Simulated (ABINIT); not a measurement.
Planning a run of ABINIT 10.8.3 on CsSnI3 (Pm-3m). The input:

```
acell 3*1.0 Angstrom
rprim 
  6.286228000000 0.000000000000 0.000000000000
  0.000000000000 6.286228000000 0.000000000000
  0.000000000000 0.000000000000 6.286228000000
ntypat 3
znucl 55 50 53
natom 5
typat 1 2 3 3 3
xred 
  0.500000000000 0.500000000000 0.500000000000
  0.000000000000 0.000000000000 0.000000000000
  0.500000000000 0.000000000000 0.000000000000
  0.000000000000 0.000000000000 0.500000000000
  0.000000000000 0.500000000000 0.000000000000
pp_dirpath "pseudos"
pseudos "Cs.upf, Sn.upf, I.upf"
ecut 38
ngkpt 2 2 2
nshiftk 1
shiftk 0 0 0
kptopt 1
chksymbreak 0
istwfk *1
occopt 1
irdwfk 1
optdriver 4
nband 195
gwcalctyp 27
ecutsigx 38
symsigma 0
nkptgw 4
kptgw 
  0.0000000000 0.0000000000 0.0000000000
  0.5000000000 0.0000000000 0.0000000000
  0.5000000000 0.5000000000 0.0000000000
  0.5000000000 0.5000000000 0.5000000000
bdgw 
  41 93
  41 93
  41 93
  41 93
ecuteps 3.2
irdscr 1
irdqps 1
rhoqpmix 0.3
indata_prefix "in"
outdata_prefix "out"
tmpdata_prefix "tmp"
```

```sh
OMP_NUM_THREADS=1 mpirun -n 8 abinit run.abi > log
```

**Question.** Estimate wall time and host memory on 8 MPI ranks of Arm Neoverse N1, shared host.

It took 5.3 min; on shared hardware allow 2.6 min to 11 min. Peak host memory was 16 GiB.

[Paths, hosts, dates, memory and timing lines, banners, echoed tables and standing remarks are left out of the program output.]

[Logs are printed without paths, hosts, clocks, repeated set-up lines and the standing remarks that a program may print on its own settings, such as how far it seeks lower states.]

[Runs of the session that timed out or met a known fault of the program may be left out.]

[Hosts, paths, dates, database ids (printed as entryN), source tags and the programs' standing remarks are cut or masked in the printed files.]

[G0W0 gaps are taken among the corrected bands and points alone; a level outside them can change the order at an edge.]

[Where Ansatz stands beside ABINIT at settings called matched, ABINIT's density can come from a denser mesh and the files from another edition; pairs whose starting gaps differed by over 0.03 eV were left out, so agreement reads better than it is.]
